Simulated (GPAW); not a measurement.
Consider KNiF3 (Pm-3m).

```
Ni K F
1.0
     4.00000    4.00000    0.00000
     0.00000    4.00000    4.00000
     4.00000    0.00000    4.00000
Ni K F
2 2 6
Direct
  0.25000 0.25000 0.25000
  0.75000 0.75000 0.75000
  0.00000 0.00000 0.00000
  0.50000 0.50000 0.50000
  0.00000 0.00000 0.50000
  0.50000 0.50000 0.00000
  0.00000 0.50000 0.00000
  0.50000 0.00000 0.50000
  0.50000 0.00000 0.00000
  0.00000 0.50000 0.50000
```

Absorber: atom 3, with 12 F at 2.83 Å (cuboctahedral, site symmetry m-3m). Method: GPAW, LDA + U (Ni 5 eV), full core hole (charged cell), 10-atom cell with 5.7 Å between holes, 5×5×5 k points, dipole transitions, Gaussian full width 0.9 eV up to 4 eV, rising linearly to 3.5 eV at 25 eV.

The database entry behind the starting cell differs from later determinations by our own check (about 0.35 % short), so it need not match the best structure at ambient conditions.

Question: Predict the near-edge structure at the K K edge.

Main maxima up to 30 eV above the zero (height): 5.4 eV (1.98), 8.6 eV (2.43), 18.5 eV (0.89) and 23.4 eV (0.91). A K edge sees empty p states on the absorber. The total-energy difference plus the lowest empty eigenvalue puts the zero at 3592.29 eV. The tabulated edge of the element is 3608.4 eV. The functional and the charged cell's background leave an error in such absolute values: in the free atom LDA prices this hole 11.1 eV below PBE (computed apart), and PBE is itself good to a few eV.

The K K spectrum (energy from the lowest empty level; intensity scaled to a mean of 1 over the first 20 eV):

```tsv
E (eV)	intensity
-2.00	0.00
-1.25	0.00
-0.50	0.00
0.25	0.04
1.00	0.05
1.75	0.21
2.50	0.30
3.25	0.39
4.00	0.74
4.75	1.42
5.50	1.96
6.25	1.19
7.00	1.35
7.75	2.07
8.50	2.43
9.25	2.37
10.00	2.25
10.75	1.82
11.50	1.28
12.25	0.96
13.00	0.69
13.75	0.41
14.50	0.26
15.25	0.29
16.00	0.41
16.75	0.58
17.50	0.77
18.25	0.88
19.00	0.86
19.75	0.77
20.50	0.71
21.25	0.74
22.00	0.82
22.75	0.89
23.50	0.91
24.25	0.88
25.00	0.82
25.75	0.74
26.50	0.65
27.25	0.56
28.00	0.51
28.75	0.52
29.50	0.62
30.25	0.81
31.00	1.11
31.75	1.46
```

The hole lies in one spin channel, while the script sums the empty states of both and takes the lower zero; where the two channels are split, this blurs and shifts the curve. The spins start antiferromagnetically in a simple order, which needn't be the measured one; gap and edge can depend on it. The holes are only 5.7 Å apart, so the shape is probably not converged with cell size; no larger cell was run here. The mesh is coarse (0.27 Å⁻¹ between points), so small maxima may be mesh ripples. The structure is a published determination, not relaxed.

[Banner, clock and machine lines of the logs are left out without a mark of their own.]

[Logs are printed without paths, hosts, clocks, repeated set-up lines and the standing remarks that a program may print on its own settings, such as how far it seeks lower states.]

[Hosts, paths, dates, database ids (printed as entryN), source tags and the programs' standing remarks are cut or masked in the printed files.]

[Lists of maxima count a maximum above −3 eV only where it reaches 4 % of the highest in the window and stands out from its surroundings by 2 % of it (1.5 % where it reaches 55 %); shoulders and weaker maxima are passed over, and of the rest the first, up to two pre-edge ones and the few strongest are named.]
